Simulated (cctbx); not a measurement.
# Fe6Ni16Ge7 across an absorption edge

Space group Fm-3m (no. 225), a = 11.2220 Å, b = 11.2220 Å, c = 11.2220 Å, α = 90.00°, β = 90.00°, γ = 90.00°.

```
atom  mult.       x       y       z  Ueq (Å²)
 Ge1     24       0     1/4     3/4    0.0032
 Ge2      4     1/2       0       0    0.0037
 Ni1     32  0.1682  0.8318  0.8318    0.0045
 Ni2     32  0.8820  0.1180  0.6180    0.0032
 Fe1     24     1/2       0  0.7013    0.0040
```

This is a model crystal, built by substitution and not relaxed, with assumed displacement parameters.

Calculated with cctbx: free-atom f′ and f″ from the Sasaki tables, no fine structure; amplitudes in electrons.

```csv
E (eV),F 3 3 3,F 1 1 1,F 0 0 4,F 2 2 2
7733,871.9,171.6,128.0,250.2
8083,860.9,160.0,166.6,240.4
8213,845.7,152.2,199.2,239.6
8273,829.6,145.4,230.8,240.9
8303,812.5,138.6,263.4,243.1
8318,795.1,131.9,296.4,245.9
8325,779.2,126.0,326.3,248.5
8329,762.1,119.6,358.6,251.5
8337,770.3,118.2,376.1,254.7
8341,789.7,125.5,340.1,251.1
8348,806.9,131.9,308.6,247.9
8363,825.8,138.8,274.5,244.1
8393,844.8,145.6,240.8,239.9
8483,870.3,154.3,197.4,233.1
8733,899.1,162.7,151.4,222.0
```

**Question.** Which edge is crossed, and why do the reflections move as they do?

The K edge of Ni. The edge is at 8333 eV. f′ of Ni falls from -3.9 e at 8213 eV to -7.5 e at 4 eV below it, and f″ steps from 0.48 to 3.91 e across it. Over that approach |F| changes by -10 % (3 3 3), -21 % (1 1 1), +80 % (0 0 4) and +5 % (2 2 2): a reflection falls where Ni scatters in phase with the total and rises where it scatters against it; it hardly moves where the Ni term is small or cancels by symmetry. Above the edge the larger f″ enters the imaginary part, where it can add to or cancel the other atoms' f″. The structure is centrosymmetric, so Friedel mates stay equal.

[Logs are printed without paths, hosts, clocks, repeated set-up lines and the standing remarks that a program may print on its own settings, such as how far it seeks lower states.]
